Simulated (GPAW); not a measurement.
## A GW chain in GPAW: CsAuBr3 (I4/mmm)

Aim: the G0W0 gap of CsAuBr3 (I4/mmm) on LDA, step by step.

Calculated with GPAW 26.7.0; LDA and many-body steps on it, plane waves.

## Step 1: The structure

It takes space group I4/mmm (No. 139, tetragonal). Conventional cell: a = 7.759 Å, b = 7.759 Å, c = 11.308 Å, α = 90.00°, β = 90.00°, γ = 90.00°. Nearest to Cs lie 12 Br at 3.90 to 3.95 Å. Au has 4 Br at 2.44 Å nearest. Au has 6 Br at 2.40 to 3.05 Å nearest. Br has 2 Au at 2.44 to 3.05 Å and 4 Cs at 3.95 Å nearest. Br has 2 Au at 2.40 to 3.25 Å and 4 Cs at 3.90 Å nearest. Farther neighbours and most contacts between anions are not listed.

As a file:

```cif
data_structure
_symmetry_space_group_name_H-M 'I4/mmm'
_symmetry_Int_Tables_number 139
_cell_length_a 7.7592
_cell_length_b 7.7592
_cell_length_c 11.3079
_cell_angle_alpha 90.000
_cell_angle_beta 90.000
_cell_angle_gamma 90.000
_cell_volume 680.79
loop_
_atom_site_label
_atom_site_type_symbol
_atom_site_symmetry_multiplicity
_atom_site_Wyckoff_symbol
_atom_site_fract_x
_atom_site_fract_y
_atom_site_fract_z
_atom_site_occupancy
Cs1 Cs 4 d 0.00000 0.50000 0.25000 1
Au1 Au 2 a 0.00000 0.00000 0.00000 1
Au2 Au 2 b 0.50000 0.50000 0.00000 1
Br1 Br 8 h 0.22200 0.22200 0.00000 1
Br2 Br 4 e 0.50000 0.50000 0.21220 1
```

The cell and positions come from the Crystallography Open Database and are kept as given unless a step says otherwise. Spin-orbit coupling is left out unless a step names it.

## Step 2: Ground state

This step: GPAW 26.7.0; DFT, LDA, plane waves, PAW.

The ground-state density comes first.

run.py reads:

```python
import json
import numpy as np
from gpaw.mpi import world
from ase import Atoms
from gpaw import GPAW, PW, FermiDirac

atoms = Atoms(['Cs', 'Cs', 'Au', 'Au', 'Br', 'Br', 'Br', 'Br', 'Br', 'Br'],
    cell=[[-3.8796000000, 3.8796000000, 5.6539500000],
      [3.8796000000, -3.8796000000, 5.6539500000],
      [3.8796000000, 3.8796000000, -5.6539500000]],
    scaled_positions=[[0.7500000000, 0.2500000000, 0.5000000000],
      [0.2500000000, 0.7500000000, 0.5000000000],
      [0.0000000000, 0.0000000000, 0.0000000000],
      [0.5000000000, 0.5000000000, 0.0000000000],
      [0.2220000000, 0.2220000000, 0.4440000000],
      [0.2220000000, 0.7780000000, 0.0000000000],
      [0.7780000000, 0.7780000000, 0.5560000000],
      [0.7780000000, 0.2220000000, 0.0000000000],
      [0.7122000000, 0.7122000000, 0.0000000000],
      [0.2878000000, 0.2878000000, 0.0000000000]],
    pbc=(True, True, True))
calc = GPAW(mode=PW(450),
    xc='LDA',
    kpts={'size': (4, 4, 4), 'gamma': True},
    occupations=FermiDirac(0.001),
    nbands=-11,
    convergence={'density': 1e-6, 'bands': -3},
    maxiter=100,
    txt='gs.txt')
atoms.calc = calc
res = {'energy': atoms.get_potential_energy(), 'forces': atoms.get_forces(), 'stress': atoms.get_stress()}
kpts = calc.get_ibz_k_points()
res['kpts'] = kpts
res['eigenvalues'] = [calc.get_eigenvalues(kpt=k) for k in range(len(kpts))]
res['n_electrons'] = calc.get_number_of_electrons()
calc.write('gs.gpw')

if world.rank == 0:
    with open('result.json', 'w') as f:
        json.dump(res, f, default=lambda x: x.tolist())
```

Command:

```
mpirun -n 8 gpaw python run.py
```

Numbers of over 12 decimals in the logs are rounded to 6 here.

What it wrote:

```text
__  _  _
 | _ |_)|_||  |
 |__||  | ||/\| - 26.7.0

Input parameters:
  mode=PW(ecut=450.000000),
  convergence={'density': 1e-06, 'bands': -3},
  kpts=MonkhorstPack(size=(4, 4, 4), gamma=True),
  maxiter=100,
  nbands=-11,
  occupations=Occupations(name='fermi-dirac', width=0.001, fixmagmom=False),
  xc=XC(name='LDA')
  [... matrices ...]
Diagonalizing LCAO Hamiltonian
Converting LCAO to pw mode

              Br

          Br         Br
              Au
                CsBr

              Br
                        Cs

                   Br
              Au

Atoms  # Å, Bohr magnetons
|   | symbol |         x |         y |         z |    initial magnetic moments |
| 0 |     Cs |  0.000000 |  3.879600 |  2.826975 | ( 0.0000,  0.0000,  0.0000) |
| 1 |     Cs |  3.879600 |  0.000000 |  2.826975 | ( 0.0000,  0.0000,  0.0000) |
| 2 |     Au |  0.000000 |  0.000000 |  0.000000 | ( 0.0000,  0.0000,  0.0000) |
| 3 |     Au |  0.000000 |  0.000000 |  5.653950 | ( 0.0000,  0.0000,  0.0000) |
| 4 |     Br |  1.722542 |  1.722542 | -0.000000 | ( 0.0000,  0.0000,  0.0000) |
| 5 |     Br |  2.157058 | -2.157058 |  5.653950 | ( 0.0000,  0.0000,  0.0000) |
| 6 |     Br |  2.157058 |  2.157058 |  5.653950 | ( 0.0000,  0.0000,  0.0000) |
| 7 |     Br | -2.157058 |  2.157058 |  5.653950 | ( 0.0000,  0.0000,  0.0000) |
| 8 |     Br |  0.000000 | -0.000000 |  8.053486 | ( 0.0000,  0.0000,  0.0000) |
| 9 |     Br | -0.000000 |  0.000000 |  3.254414 | ( 0.0000,  0.0000,  0.0000) |

Unit cell  # Å
| periodic |         x |         y |         z |  lengths |     angles |
|      yes | -3.879600 |  3.879600 |  5.653950 | 7.878435 | 120.998783 |
|      yes |  3.879600 | -3.879600 |  5.653950 | 7.878435 | 120.998783 |
|      yes |  3.879600 |  3.879600 | -5.653950 | 7.878435 |  88.278591 |

Number of symmetries: 16
Symmetry operations  # r_c * U_cc + t_c -> r_c
|    | kind |            matrix            |
|  0 |  σ   |  1, 1, 1,  0, 0,-1,  0,-1, 0 |
|  1 |  C4  |  1, 1, 1,  0, 0,-1, -1, 0, 0 |
|  2 |  E   |  1, 0, 0,  0, 1, 0,  0, 0, 1 |
|  3 |  σ   |  1, 0, 0,  0, 1, 0, -1,-1,-1 |
|  4 |  σ   |  0, 1, 0,  1, 0, 0,  0, 0, 1 |
|  5 |  C2  |  0, 1, 0,  1, 0, 0, -1,-1,-1 |
|  6 |  C2  |  0, 0, 1, -1,-1,-1,  1, 0, 0 |
|  7 |  S4  |  0, 0, 1, -1,-1,-1,  0, 1, 0 |
|  8 |  C4  |  0, 0,-1,  1, 1, 1,  0,-1, 0 |
|  9 |  σ   |  0, 0,-1,  1, 1, 1, -1, 0, 0 |
| 10 |  σ   |  0,-1, 0, -1, 0, 0,  1, 1, 1 |
| 11 |  C2  |  0,-1, 0, -1, 0, 0,  0, 0,-1 |
| 12 |  C2  | -1, 0, 0,  0,-1, 0,  1, 1, 1 |
| 13 |  i   | -1, 0, 0,  0,-1, 0,  0, 0,-1 |
| 14 |  S4  | -1,-1,-1,  0, 0, 1,  1, 0, 0 |
| 15 |  C2  | -1,-1,-1,  0, 0, 1,  0, 1, 0 |

BZ-sampling:
  Number of BZ points: 64
  Number of IBZ points: 13

  Monkhorst-Pack size: [4, 4, 4]
  Monkhorst-Pack shift: [0.125, 0.125, 0.125]

K-points  # in reciprocal-cell coordinates
|     |                                coordinates |     weight |
|   0 | (  0.00000000,   0.00000000,   0.00000000) | 0.01562500 |
|   1 | (  0.25000000,  -0.25000000,   0.00000000) | 0.06250000 |
|   2 | (  0.25000000,  -0.25000000,   0.25000000) | 0.06250000 |
|   3 | (  0.25000000,   0.00000000,   0.00000000) | 0.12500000 |
|   4 | (  0.25000000,   0.25000000,  -0.25000000) | 0.03125000 |
|   5 | (  0.25000000,   0.25000000,   0.25000000) | 0.03125000 |
|   6 | (  0.50000000,   0.00000000,   0.25000000) | 0.12500000 |
|   7 | (  0.50000000,   0.00000000,   0.50000000) | 0.06250000 |
|   8 | (  0.50000000,   0.25000000,   0.25000000) | 0.25000000 |
|   9 | (  0.50000000,   0.25000000,   0.50000000) | 0.12500000 |
| ... |                                            |            |
|  12 | (  0.50000000,   0.50000000,   0.50000000) | 0.01562500 |

Plane wave coefficients: 7408
Cutoff: 450.000000 eV

Spin-components: 1 (collinear spins)
Bands:           52
Projectors:      52
Spin-degeneracy: 2
Datatype:        complex128

  Storage: CPU
  Wave functions: 80_114_112 bytes (10_014_264 per core)
  Projectors: 53_922_960 bytes (6_740_370 per core)
  [... matrices ...]
Parallelization:
  kpt:    8
  domain: 1
  band:   1

Density:
  Valence electrons: 82.0
  Components: 1
  Grid points: [40 40 40]
  Charge: 0.0  # |e|

Potential:
  Grid points: [40 40 40]

species:
  Cs:
    name:    Caesium
    Z:       55.0
    valence: 9
    core:    46
    charge:  0.0  # [|e|]
    compensation charges:
      type: gauss
      rc: 0.33  # [Å]
      lmax: 2
    cutoffs:
      filter: 2.06  # [Å]
      core: 2.51  # [Å]
    projectors
    | kind |    occ | energy [eV] | rcut [Å] |
    |   5s |  2.000 |     -26.872 |    1.164 |
    |   6s |  1.000 |      -2.224 |    1.164 |
    |   5p |  6.000 |     -13.611 |    1.058 |
    |    p |        |      13.601 |    1.058 |
    |    d |        |       0.000 |    1.058 |

    Using partial waves for Cs as LCAO basis

  Au:
    name:    Gold
    Z:       79.0
    valence: 11
    core:    68
    charge:  0.0  # [|e|]
    compensation charges:
      type: gauss
      rc: 0.42  # [Å]
      lmax: 2
    cutoffs:
      filter: 2.33  # [Å]
      core: 2.81  # [Å]
    projectors
    | kind |    occ | energy [eV] | rcut [Å] |
    |   6s |  1.000 |      -6.048 |    1.323 |
    |   6p |  0.000 |      -0.888 |    1.323 |
    |   5d | 10.000 |      -7.129 |    1.323 |
    |    s |        |      21.163 |    1.323 |
    |    p |        |      26.323 |    1.323 |
    |    d |        |      20.082 |    1.323 |

    Using partial waves for Au as LCAO basis

  Br:
    name:    Bromine
    Z:       35.0
    valence: 7
    core:    28
    charge:  0.0  # [|e|]
    compensation charges:
      type: gauss
      rc: 0.35  # [Å]
      lmax: 2
    cutoffs:
      filter: 1.98  # [Å]
      core: 2.38  # [Å]
    projectors
    | kind |    occ | energy [eV] | rcut [Å] |
    |   4s |  2.000 |     -20.306 |    1.111 |
    |   4p |  5.000 |      -8.003 |    1.111 |
    |    s |        |       6.906 |    1.111 |
    |    p |        |      19.208 |    1.111 |
    |    d |        |       0.000 |    1.111 |

    Using partial waves for Br as LCAO basis

Reference energy: -1880770.942732  # eV

eigensolver:
  PPCG
  Converge bands: -3
  niter=2

density mixing:
  MSR1-Mixer
  Pratt-step length: 0.05
  Maximum mixing coefficient: 0.75
  Old densities: 10
  SVD Regularization: 0.005
  Good broyden scale: 1.0
  Trust region scale: 1.0
  Backstep threshold: 4.0
  History deletion threshold: 6.0
  Fourier metric: weight=20.0, sigma=0.015

occupation numbers:
  Fermi-Dirac:
    width: 0.0010  # eV

poisson solver:
  ecut: 3600.000000  # eV

xc functional:
  name: None

Initialization done in: 5.836 s

convergence criteria:
- Maximum integral of absolute [dens]ity change: 1e-06 electrons / valence electron
- Maximum [total energy] change in last 3 cyles: 0.0005 eV / valence electron
- Maximum integral of absolute [eigenst]ate change: 4e-08 eV^2 / valence electron
maximum number of iterations: 100

SCF iterations
|iter     |     time |      energy | eigst |  dens |
|iter:   1|  |  -34.696744 | +0.39 |       |
|iter:   2|  |  -33.922254 | -0.50 | -1.22 |
|iter:   3|  |  -32.150751 | -0.74 | -1.27 |
|iter:   4|  |  -32.014383 | -1.43 | -1.64 |
|iter:   5|  |  -31.987711 | -1.92 | -1.93 |
|iter:   6|  |  -31.975962c| -2.16 | -2.17 |
|iter:   7|  |  -31.975865c| -2.49 | -2.91 |
|iter:   8|  |  -31.975866c| -2.56 | -3.40 |
|iter:   9|  |  -31.975867c| -2.73 | -4.01 |
|iter:  10|  |  -31.975867c| -2.83 | -4.69 |
|iter:  11|  |  -31.975867c| -3.06 | -5.27 |
|iter:  12|  |  -31.975867c| -3.38 | -5.86 |
|iter:  13|  |  -31.975867c| -3.02 | -6.49c|
|iter:  14|  |  -31.975867c| -3.36 | -6.93c|
|iter:  15|  |  -31.975867c| -3.60 | -7.39c|
|iter:  16|  |  -31.975867c| -2.49 | -8.10c|
|iter:  17|  |  -31.975867c| -3.36 | -8.57c|
|iter:  18|  |  -31.975867c| -3.71 | -8.87c|
|iter:  19|  |  -31.975867c| -3.78 | -9.20c|
|iter:  20|  |  -31.975867c| -3.81 | -9.37c|
|iter:  21|  |  -31.975867c| -2.69 |-10.03c|
|iter:  22|  |  -31.975867c| -3.45 |-10.02c|
|iter:  23|  |  -31.975867c| -3.82 |-10.28c|
|iter:  24|  |  -31.975867c| -3.74 |-10.15c|
|iter:  25|  |  -31.975867c| -3.92 |-10.60c|
|iter:  26|  |  -31.975867c| -3.49 |-10.59c|
|iter:  27|  |  -31.975867c| -3.71 |-11.00c|
|iter:  28|  |  -31.975867c| -3.58 |-10.90c|
|iter:  29|  |  -31.975867c| -3.76 |-11.06c|
|iter:  30|  |  -31.975867c| -3.63 |-11.14c|
[...]
|iter:  35|  |  -31.975867c| -3.58 |-11.86c|
|iter:  36|  |  -31.975867c| -3.80 |-12.04c|
|iter:  37|  |  -31.975867c| -4.98 |-12.16c|
|iter:  38|  |  -31.975867c| -5.88 |-11.93c|
|iter:  39|  |  -31.975867c| -6.68 |-12.10c|
|iter:  40|  |  -31.975867c| -7.47c|-12.28c|

Converged in 40 steps
SCF loop duration: 105.299 s (2.632 s/step)
Energy contributions relative to reference atoms: (reference = -1880770.942732)
  [... matrices ...]
Energy contributions:
  Kinetic:          13.479000
  Coulomb:         -15.794930
  Zero:              0.081402
  External:          0.000000
  Xc:              -29.741338
  Entropy:          -0.000000
  Spinorbit:         0.000000
  ----------------------------
  Free energy:     -31.975867
  Extrapolated:    -31.975867

dipole moment: (-88.372398, -88.372398, 89.624697)  # |e|*Ang

Fermi level: 2.829
Eigenvalues  # (at kpt = [0.000, 0.000, 0.000])
| band index |      eig [eV] | occ [0-2] |
|          0 |       -18.095 |     2.000 |
|        ... |               |           |
|         33 |         1.002 |     2.000 |
|         34 |         1.002 |     2.000 |
|         35 |         1.040 |     2.000 |
|         36 |         1.040 |     2.000 |
|         37 |         1.356 |     2.000 |
|         38 |         1.547 |     2.000 |
|         39 |         1.667 |     2.000 |
|         40 |         1.667 |     2.000 |
|         41 |         3.818 |     0.000 |
[...]
|         48 |         7.045 |     0.000 |
|        ... |               |           |
|         51 |         9.349 |     0.000 |

Gap: 0.881 eV
Transition (v -> c):
  (s=0, k=2, n=40, [0.25, -0.25, 0.25]) -> (s=0, k=2, n=41, [0.25, -0.25, 0.25])
No difference between direct/indirect transitions

Forces  # eV/Ang
|        x |        y |        z |
|  0.00000 | -0.00000 |  0.00000 |  # Cs   0
|  0.00000 | -0.00000 |  0.00000 |  # Cs   1
|  0.00000 |  0.00000 |  0.00000 |  # Au   2
|  0.00000 |  0.00000 |  0.00000 |  # Au   3
|  0.41180 |  0.41180 |  0.00000 |  # Br   4
| -0.41180 |  0.41180 |  0.00000 |  # Br   5
| -0.41180 | -0.41180 | -0.00000 |  # Br   6
|  0.41180 | -0.41180 | -0.00000 |  # Br   7
|  0.00000 | -0.00000 |  0.28721 |  # Br   8
| -0.00000 |  0.00000 | -0.28721 |  # Br   9

Force computation time: 0.560  # s

Stress tensor  # eV/Ang^3
|        x |         y |         z |
| 0.003716 |  0.000000 |  0.000000 |
| 0.000000 |  0.003716 | -0.000000 |
| 0.000000 | -0.000000 |  0.004771 |

Stress computation time: 3.558  # s

# Writing to gs.gpw (mode='')
  [... matrices ...]
```

The job ended after 2 min (8 MPI ranks of Arm Neoverse V1, shared host; peak memory 2.2 GiB).

Numbers from this step:

```yaml
total_energy: -31.98 eV
gap: 0.8812 eV
k_of_the_valence_top: 0.25, -0.25, 0.25
k_of_the_conduction_bottom: 0.25, -0.25, 0.25
least_direct_gap: 0.8812 eV
pressure: -0.6517 GPa
```

The gap is direct, at (0.250, -0.250, 0.250).

## Step 3: Empty states on the mesh, 4×4×4 mesh, 1155 bands

The sums over transitions need many empty states on a uniform mesh; this step solves for them.

run.py reads:

```python
import json
import numpy as np
from gpaw.mpi import world
from gpaw import GPAW

calc = GPAW('gs.gpw').fixed_density(kpts={'size': (4, 4, 4), 'gamma': True},
    parallel={'domain': 1, 'band': 1},
    txt='nscf.txt')
calc.diagonalize_full_hamiltonian(nbands=1155)
calc.write('full.gpw', mode='all')
res = {}
kpts = calc.get_ibz_k_points()
res['kpts'] = kpts
res['eigenvalues'] = [calc.get_eigenvalues(kpt=k) for k in range(len(kpts))]
res['n_electrons'] = calc.get_number_of_electrons()

if world.rank == 0:
    with open('result.json', 'w') as f:
        json.dump(res, f, default=lambda x: x.tolist())
```

Command:

```
mpirun -n 8 gpaw python run.py
```

What it wrote:

```text
Diagonalizing LCAO Hamiltonian
Converting LCAO to pw mode
convergence criteria:
- Maximum integral of absolute [eigenst]ate change: 4e-08 eV^2 / valence electron
maximum number of iterations: 100

SCF iterations
|iter     |     time |      energy | eigst |  dens |
|iter:   1|  |             | +0.19 |       |
|iter:   2|  |             | -0.38 |       |
|iter:   3|  |             | -0.92 |       |
[...]
|iter:  48|  |             | -3.23 |       |
|iter:  49|  |             | -3.64 |       |
[... further lines of this kind ...]
|iter:  97|  |             | -7.44c|       |
SCF steps: 97
  __  _  _
 | _ |_)|_||  |
 |__||  | ||/\| - 26.7.0

Input parameters:
  mode=PW(ecut=450.000000),
  convergence={'density': 1e-06, 'bands': -3},
  gpts=array([40, 40, 40]),
  kpts=MonkhorstPack(size=(4, 4, 4), gamma=True),
  maxiter=100,
  nbands=52,
  occupations=Occupations(name='fermi-dirac', width=0.001, fixmagmom=False),
  parallel={'domain': 1, 'band': 1},
  xc=XC(name='LDA')
Matrix size: 7407x7407
# Writing to full.gpw (mode='all')
  [... matrices ...]

timing:  # [seconds]
  Total: 1206.253  # ━━━━━━━━━━━━━━━━━━━━━━━━━━━━━━━━━━━━━━━━━━━━━━━━━━━━━━━━
```

Wall time 24 min (8 MPI ranks); peak memory 32 GiB; 2.7 h of CPU time.

This step gave:

| Property | Result |
| --- | --- |
| gap | 0.8812 eV |
| k of the valence top | 0.25, -0.25, 0.25 |
| k of the conduction bottom | 0.25, -0.25, 0.25 |
| least direct gap | 0.8812 eV |
| k points computed | 13 |
| lowest point of the top converged band, above the valence top | 122.2826 eV |

On this mesh the gap is 0.881 eV.

(Part 1 of 2 ends here.)

[Paths, hosts, dates, memory and timing lines, banners, echoed tables and standing remarks are left out of the program output.]

[Logs are printed without paths, hosts, clocks, repeated set-up lines and the standing remarks that a program may print on its own settings, such as how far it seeks lower states.]

[Runs of the session that timed out or met a known fault of the program may be left out.]

[Hosts, paths, dates, database ids (printed as entryN), source tags and the programs' standing remarks are cut or masked in the printed files.]
